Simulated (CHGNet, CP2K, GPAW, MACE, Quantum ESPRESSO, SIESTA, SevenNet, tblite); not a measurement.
## tblite on C(111) slab, H on the bottom face (81 atoms): settings against a plane-wave reference

Wanted: tblite inputs and outputs for C(111) slab, H on the bottom face (81 atoms), checked against a plane-wave reference.

Calculated with tblite 0.8.0; the method is named at each step.

### Step 1. Set-up

The cell holds 81 atoms: 72 C and 9 H. Its edges and angles: a = 7.567 Å, b = 7.567 Å, c = 19.783 Å, α = 90.0°, β = 90.0°, γ = 120.0°. It derives from C (diamond-structure). Diamond-structure C (a = 3.567 Å), (111) slab of 8 atomic planes, 3 x 3 surface cells, H on the broken bonds of the bottom face, 12 Å of vacuum; displaced by a Gaussian of 0.02 Å. Then every atom was moved at random, 0.02 Å r.m.s. a Cartesian component (hydrogen 0.6 of that). Regions: slab, 72 atoms (72 C); hydrogen, 9 atoms (9 H). Vacuum lies along c.

The yardstick, on the same geometry:

| Item | Value |
| --- | --- |
| method | Kohn-Sham DFT, PBE, SSSP efficiency 1.3.0 pseudopotentials, plane waves (Quantum ESPRESSO 7.5); sssp-pbe-1.3.0-efficiency, cutoffs 60/480 Ry, Γ point |
| r.m.s. force component | 1.672 eV/Å |
| longest force | 5.94 eV/Å |
| time | 3.3 min on 4 MPI ranks of Arm Neoverse V1, shared host |
| CPU time | 13 min |

### Step 2. GFN2-xTB

Method: GFN2-xTB tight binding, diagonalisation.

Input file run.py:

```python
import numpy as np
from ase.io import read
from tblite.ase import TBLite

atoms = read("structure.xyz")
atoms.calc = TBLite(method="GFN2-xTB", electronic_temperature=580, accuracy=1.0, max_iterations=250, mixer_damping=0.1, verbosity=1)
energy = atoms.get_potential_energy()
forces = atoms.get_forces()
print(f"energy {energy:.6f} eV")
print("forces (eV/A)")
for i, (a, f) in enumerate(zip(atoms, forces)):
    print(f"{i:4d} {a.symbol:2s} {f[0]:10.5f} {f[1]:10.5f} {f[2]:10.5f}")
print("charges (e)")
print(np.array2string(atoms.get_charges(), precision=4, suppress_small=True, max_line_width=110, threshold=100000))
```

Input file structure.xyz:

```xyz
81
Lattice="7.56675 0.00000 0.00000 -3.78337 6.55300 0.00000 0.00000 0.00000 19.78308" Properties=species:S:1:pos:R:3 pbc="T T T"
C -0.00525 5.85910 7.59809
C -1.28475 6.55195 7.10450
C -1.26580 5.11298 9.68224
C -0.03302 5.83027 9.14018
C 2.50777 0.00170 11.74976
C -1.24295 5.09096 11.25202
C 0.02445 5.85471 13.80167
C -1.27632 6.51938 13.30353
C 1.26963 3.67610 7.60758
C 0.00102 4.38835 7.10668
C 0.00136 2.90940 9.68560
C 1.31000 3.69176 9.15798
C -0.03851 4.34071 11.74007
C 0.00057 2.86386 11.21206
C 1.25317 3.66791 13.78999
C -0.01574 4.40571 13.28196
C 2.52635 5.82319 7.61114
C 1.24530 6.53341 7.09936
C 1.22442 5.13382 9.65474
C 2.53021 5.86146 9.12831
C 5.08750 0.01153 11.68092
C 1.21643 5.08814 11.25558
C 2.50456 5.86513 13.76665
C 5.07203 0.01514 13.27247
C 2.48784 1.46807 7.60818
C 1.21855 2.17048 7.09481
C 1.20799 0.75445 9.66542
C 2.57137 1.43858 9.15502
C 1.27943 2.14421 11.70703
C 1.26335 0.68584 11.20553
C 2.53150 1.45522 13.78802
C 1.24704 2.22035 13.21806
C 3.78160 3.65389 7.59908
C 2.55567 4.34071 7.08432
C 2.50524 2.90645 9.60053
C 3.78890 3.65631 9.18370
C 2.51648 4.38514 11.72998
C 2.53116 2.87205 11.27082
C 3.81455 3.66942 13.78722
C 2.55026 4.38769 13.26297
C -2.49400 5.84986 7.63231
C 3.76632 6.54795 7.10311
C 3.76367 5.10852 9.63673
C -2.44776 5.81946 9.18687
C 3.79042 6.49048 11.72009
C 3.81501 5.08382 11.22136
C -2.52808 5.84652 13.76368
C 0.03511 0.02451 13.28988
C 5.03492 1.47167 7.62717
C 3.78406 2.18765 7.08096
C 3.80267 0.73446 9.64128
C 5.04589 1.50024 9.18429
C 3.70654 2.19231 11.73117
C 3.74747 0.72640 11.25380
C 5.07063 1.43878 13.81729
C 3.76987 2.16242 13.25229
[... 21 atom lines left out ...]
H -3.76014 6.54684 5.99882
H 3.80570 2.20757 5.99447
H -2.51787 4.36122 6.02058
H -1.24462 2.18864 6.01722
```

Run with:

```bash
$ OMP_NUM_THREADS=1 python run.py > output.txt
```

Output:

```text
------------------------------------------------------------
  cycle        total energy    energy error   density error
------------------------------------------------------------
      1     -157.0483155187  -1.5897975E+02   8.0639720E-02
      2     -158.7242723379  -1.6759568E+00   8.6153976E-02
      3     -158.9171039736  -1.9283164E-01   7.4356138E-02
      4     -159.1270399446  -2.0993597E-01   5.5465213E-02
      5     -158.9816649137   1.4537503E-01   6.2832308E-02
      6     -158.9736374120   8.0275017E-03   4.7153696E-02
      7     -159.0872544047  -1.1361699E-01   2.5070056E-02
      8     -159.1021821144  -1.4927710E-02   2.2500857E-02
      9     -159.1349679528  -3.2785838E-02   1.5672992E-02
     10     -159.1458843248  -1.0916372E-02   8.7353664E-03
     11     -159.1505063781  -4.6220533E-03   5.1815915E-03
     12     -159.1509589600  -4.5258184E-04   4.4822032E-03
     13     -159.1515190300  -5.6007002E-04   3.7668924E-03
     14     -159.1517561297  -2.3709973E-04   2.9471798E-03
     15     -159.1521748430  -4.1871327E-04   2.1527093E-03
     16     -159.1523980137  -2.2317070E-04   1.1002007E-03
     17     -159.1524541570  -5.6143347E-05   6.9886529E-04
     18     -159.1524058836   4.8273422E-05   9.7889486E-04
     19     -159.1524867625  -8.0878893E-05   3.0118638E-04
     20     -159.1524888301  -2.0675727E-06   2.5371899E-04
     21     -159.1524946676  -5.8375642E-06   4.4295096E-05
     22     -159.1524945651   1.0249667E-07   5.2860040E-05
     23     -159.1524947581  -1.9295422E-07   2.1065003E-05
     24     -159.1524947839  -2.5817457E-08   6.9540562E-06
------------------------------------------------------------
 total:                                   6.301 sec
energy -4330.759972 eV
forces (eV/A)
   0 C    -0.72183   -1.33200    0.11140
   1 C     1.10041    1.01928   -0.03764
   2 C     1.37329   -0.70688    0.39380
   3 C     1.29118    0.66039    0.24298
   4 C     0.78571   -0.79868   -0.68450
   5 C    -0.44335    0.74116   -1.01682
   6 C    -0.60678   -0.57303   -3.94087
   7 C     0.86250    1.71256    3.13694
   8 C    -0.40788   -1.27017   -0.17710
   9 C    -0.44067   -0.13913    0.32986
  10 C     0.57301    0.30324   -1.37758
  11 C    -2.44848   -1.51679   -0.46117
  12 C     1.36373    0.07284   -0.05515
  13 C     0.28657    1.24907    0.35405
  14 C     0.51208   -0.07746   -4.20050
  15 C     0.62316   -0.98874    3.96923
  16 C    -0.39218   -0.33648   -0.85528
  17 C     0.95582    1.52926    0.89600
  18 C     1.50275   -0.73604    0.77759
  19 C    -1.07749   -1.74583    0.94815
  20 C    -2.56961   -0.16566    1.40783
  21 C     1.49265    0.53137   -1.64136
  22 C     1.61326   -1.01544   -3.39590
  23 C    -0.72593    0.02120    2.98257
[...]
73 H    -0.06263    0.03929    0.23687
  74 H    -0.20593   -0.18189   -0.12712
  75 H    -0.17514   -0.01744   -0.52877
  76 H     0.24627   -0.07196    0.34219
  77 H    -0.08224   -0.12616    0.30387
  78 H    -0.05270   -0.12367   -0.15494
  79 H    -0.05921    0.29109    0.33545
  80 H    -0.11403    0.07843    0.62590
charges (e)
[ 0.0104 -0.03    0.0072  0.0049  0.0277  0.0049 -0.0558  0.0286  0.0023 -0.0375 -0.0102  0.0024  0.0265
  0.0016 -0.0555  0.021   0.0081 -0.034  -0.0056  0.0079  0.0143 -0.0009 -0.0433  0.0259  0.0027 -0.0336
 -0.0002  0.0006  0.0201 -0.0006 -0.0541  0.0135  0.0073 -0.0298 -0.0043 -0.0007  0.0189  0.0008 -0.0533
  0.0177  0.0094 -0.0332 -0.0045 -0.      0.0213  0.0011 -0.0411  0.0269  0.0008 -0.036   0.0007  0.005
  0.0253 -0.005  -0.0581  0.0164  0.0053 -0.0322  0.002   0.0056  0.0255 -0.0175 -0.0647  0.0156  0.0132
 -0.0276  0.0042 -0.0004  0.027   0.0064 -0.0447  0.0233  0.0335  0.0306  0.0372  0.0398  0.0342  0.0339
  0.0364  0.0312  0.0274]
```

The job ended after 7 s (1 thread of Arm Neoverse V1, shared host; peak memory 0.1 GiB).

Banners, paths, timers and routine set-up lines are dropped from the logs unmarked, and long logs keep their key lines alone; longer cuts are marked.

Numbers from this run, and their distance from the reference:

| Quantity | Value |
| --- | --- |
| r.m.s. force component | 1.545 eV/Å |
| r.m.s. difference of force components | 379.6 meV/Å |
| longest difference of force vectors | 1756 meV/Å |
| force difference over r.m.s. force | 22.7 % |
| slope of forces against the reference's | 0.9013 |
| correlation of force components | 0.9752 |

Length of the force difference by element (eV/Å):

| element | atoms | mean | most |
| --- | --- | --- | --- |
| C | 72 | 0.59 | 1.8 |
| H | 9 | 0.34 | 0.40 |

Local excerpt of 13 atoms (numbers count through the whole input) about C39, which has 3 bonded neighbours where the commonest count for C is 4; x, y, z are measured from there.

| atom | x | y | z | distance (Å) | bonds | Mulliken charge (e) | Fx | Fy | Fz (eV/Å) |
| --- | --- | --- | --- | --- | --- | --- | --- | --- | --- |
| C39 | 0.00 | 0.00 | 0.00 | 0.00 | 3 | -0.05 | -0.97 | -1.00 | -4.01 |
| C64 | 1.22 | 0.70 | -0.56 | 1.51 | 4 | 0.02 | 0.98 | 0.50 | 5.12 |
| C40 | -1.26 | 0.72 | -0.52 | 1.55 | 4 | 0.02 | -0.81 | 0.30 | 4.01 |
| C56 | -0.04 | -1.51 | -0.53 | 1.60 | 4 | 0.02 | 0.86 | 0.66 | 4.70 |
| C47 | 1.22 | 2.18 | -0.02 | 2.50 | 3 | -0.04 | 0.22 | -1.32 | -3.03 |
| C63 | 2.50 | -0.04 | 0.04 | 2.50 | 3 | -0.06 | -0.69 | 0.65 | -4.40 |
| C61 | 1.26 | 0.74 | -2.05 | 2.52 | 4 | 0.03 | -0.74 | -1.23 | -1.53 |
| C53 | -0.11 | -1.48 | -2.06 | 2.53 | 4 | 0.03 | 4.45 | -0.33 | -0.14 |
| C37 | -1.30 | 0.72 | -2.06 | 2.54 | 4 | 0.02 | 0.13 | -1.36 | -0.44 |
| C23 | -1.31 | 2.20 | -0.02 | 2.56 | 3 | -0.04 | 1.61 | -1.02 | -3.40 |
| C31 | -1.28 | -2.21 | 0.00 | 2.56 | 3 | -0.05 | -0.77 | 0.21 | -3.82 |
| C55 | 1.26 | -2.23 | 0.03 | 2.56 | 3 | -0.06 | -1.15 | 0.84 | -4.37 |
| C15 | -2.56 | 0.00 | 0.00 | 2.56 | 3 | -0.06 | 0.51 | -0.08 | -4.20 |

Atoms are counted from 1 here, from 0 in the log.

Forces lie 23 % from the reference's, at 0.0089 times its CPU time (on 1 against 4 cores).

### Step 3. GFN1-xTB

Method: GFN1-xTB tight binding, diagonalisation.

Edit run.py of step 2 so:

```diff
@@ -5,3 +5,3 @@
 atoms = read("structure.xyz")
-atoms.calc = TBLite(method="GFN2-xTB", electronic_temperature=580, accuracy=1.0, max_iterations=250, mixer_damping=0.1, verbosity=1)
+atoms.calc = TBLite(method="GFN1-xTB", electronic_temperature=580, accuracy=1.0, max_iterations=250, mixer_damping=0.1, verbosity=1)
 energy = atoms.get_potential_energy()
```

structure.xyz is that of step 2.

Output:

```text
------------------------------------------------------------
  cycle        total energy    energy error   density error
------------------------------------------------------------
      1     -155.8186326806  -1.5724517E+02   8.5284310E-01
      2     -157.1922677149  -1.3736350E+00   7.7216755E-01
      3     -156.6039403163   5.8832740E-01   5.7631400E-01
      4     -154.5206396527   2.0833007E+00   1.7348208E-01
      5     -157.0472135311  -2.5265739E+00   9.3390468E-02
      6     -157.0373367407   9.8767904E-03   8.8066158E-02
[...]
22     -157.3418515497   8.5970481E-07   1.7108888E-04
     23     -157.3418523913  -8.4163619E-07   3.1249555E-05
     24     -157.3418524151  -2.3797867E-08   1.6104463E-05
------------------------------------------------------------
 total:                                   1.464 sec
energy -4281.489884 eV
forces (eV/A)
   0 C    -0.73105   -1.35317    0.21561
   1 C     1.10954    1.03231   -0.19486
   2 C     1.39291   -0.72764    0.44630
   3 C     1.29445    0.67246    0.24656
   4 C     0.77084   -0.82592   -0.71952
   5 C    -0.45577    0.77230   -1.04735
[...]
78 H    -0.04865   -0.12354   -0.27749
  79 H    -0.06648    0.29242    0.25628
  80 H    -0.11470    0.07391    0.58240
charges (e)
[ 0.0132 -0.0324  0.0085 -0.0002  0.0375 -0.0006 -0.0669  0.0317  0.0051 -0.0408 -0.0104 -0.0012  0.0366
 -0.0026 -0.059   0.0233  0.0102 -0.0357 -0.0057  0.004   0.0228 -0.0046 -0.0413  0.0285  0.005  -0.0345
  0.0005 -0.0037  0.0266 -0.0063 -0.053   0.0123  0.0089 -0.0306 -0.0026 -0.0053  0.0293 -0.0031 -0.0574
  0.0181  0.0112 -0.0352 -0.0041 -0.0061  0.0307 -0.0036 -0.0437  0.028   0.0023 -0.0368  0.0012  0.0013
  0.0348 -0.0091 -0.0697  0.0191  0.0075 -0.0343  0.0026  0.0011  0.0303 -0.022  -0.0731  0.0147  0.016
 -0.0294  0.0046 -0.0056  0.0371  0.0025 -0.0464  0.0269  0.0359  0.0337  0.0383  0.0395  0.0363  0.0357
  0.0381  0.0338  0.0315]
```

It took 2.1 s on 1 thread; peak memory 0.1 GiB.

Numbers from this run, and their distance from the reference:

- r.m.s. force component: 1.547 eV/Å
- r.m.s. difference of force components: 401.1 meV/Å
- longest difference of force vectors: 1750 meV/Å
- force difference over r.m.s. force: 23.99 %
- slope of forces against the reference's: 0.8991
- correlation of force components: 0.9719

Against the first run (23 %), the force difference from the reference is 24 %, at 0.30 times the CPU time.

The difference per atom is largest on C (0.64 eV/Å on average, against 0.25 on H).

### Step 4. The ladder

Differences are against the plane-wave reference, forces as r.m.s. over components; share is that over the reference's r.m.s. force, slope the least-squares factor from reference forces to these. Total energies of different programs have different zeros and aren't compared.

| run | Δ force, r.m.s. (meV/Å) | share (%) | slope | cores | CPU time | memory (GiB) |
| --- | --- | --- | --- | --- | --- | --- |
| reference | - | - | - | 4 | 13 min | 3.2 |
| tblite GFN2-xTB | 380 | 22.7 | 0.901 | 1 | 7 s | 0.1 |
| tblite GFN1-xTB | 401 | 24.0 | 0.899 | 1 | 2.1 s | 0.1 |

CPU time is summed over cores on a shared host, where runs went side by side, so it is rough. Symmetry, cutoffs, thresholds, outputs and thread counts weren't matched or tuned between programs; memory under MPI is the largest rank's times the ranks.

### Step 5. Outcome

* nearest in forces: tblite GFN2-xTB, 23 %
* its CPU time: 7 s

What this shows: Tight binding differs by 23 % (tblite GFN2-xTB) to 24 % (tblite GFN1-xTB); it is another model, with fitted parameters of its own, and the xTB methods hold dispersion. Of the electronic-structure runs that take under half the reference's CPU time, tblite GFN2-xTB comes nearest, at 23 % in 7 s against 13 min. Periodic xTB results under one method name differ between programs and library versions. The electron count is odd in QE PBE, sssp-1.3.0-efficiency, 60/480 Ry, and they have no spin polarisation, so the unpaired electron is spread evenly over both spins. The runs have no spin polarisation, so any moments at edges, vacancies or dangling bonds can't form. The electronic-structure runs sample only Γ, in a cell whose shortest periodic width is 7 Å, which is coarse for a cell with partly filled levels.

[Also dropped from logs without a mark: logging warnings of Python, and SIESTA's first energy breakdown and zero terms.]

[Logs are printed without paths, hosts, clocks, repeated set-up lines and the standing remarks that a program may print on its own settings, such as how far it seeks lower states.]

[Hosts, paths, dates, database ids (printed as entryN), source tags and the programs' standing remarks are cut or masked in the printed files.]
